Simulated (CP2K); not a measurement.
Two runs for the O K edge of formic acid. Run A: CP2K XAS_TDP, all-electron GAPW, PBEh(45%), aug-cc-pVTZ, TDA, no relativity. Run B differs in one setting.

First lines with a strength over 0.0015. A:

```csv
atom,energy (eV),states,"strength, one atom"
O1 (bonded to C and H),530.32,1,0.0186
,531.17,1,0.0223
,533.09,1,0.0033
,533.82,1,0.0168
,534.03,1,0.0020
O3 (bonded to C),526.97,1,0.0424
,531.01,1,0.0036
,532.27,1,0.0024
,533.27,1,0.0028
,533.60,1,0.0091
```

B:

```
                  atom  energy (eV)  states  strength, one atom
O1 (bonded to C and H)       534.14       1              0.0185
                             534.99       1              0.0222
                             536.91       1              0.0032
                             537.63       1              0.0167
                             537.84       1              0.0020
      O3 (bonded to C)       530.28       1              0.0421
                             534.32       1              0.0036
                             535.58       1              0.0024
                             536.58       1              0.0028
                             536.91       1              0.0091
```

Question: Which was it: the basis, GW2X switched on, the functional, scalar relativity switched on?

GW2X switched on. GW2X shifts an atom's lines together and keeps their spacings. Against PBEh(45%) in aug-cc-pVTZ, the leading lines move by +3.82 eV (O1, to 534.14) and +3.31 eV (O3, to 530.28).

[Banner, clock and machine lines of the logs are left out without a mark of their own.]

[Logs are printed without paths, hosts, clocks, repeated set-up lines and the standing remarks that a program may print on its own settings, such as how far it seeks lower states.]

[Hosts, paths, dates, database ids (printed as entryN), source tags and the programs' standing remarks are cut or masked in the printed files.]
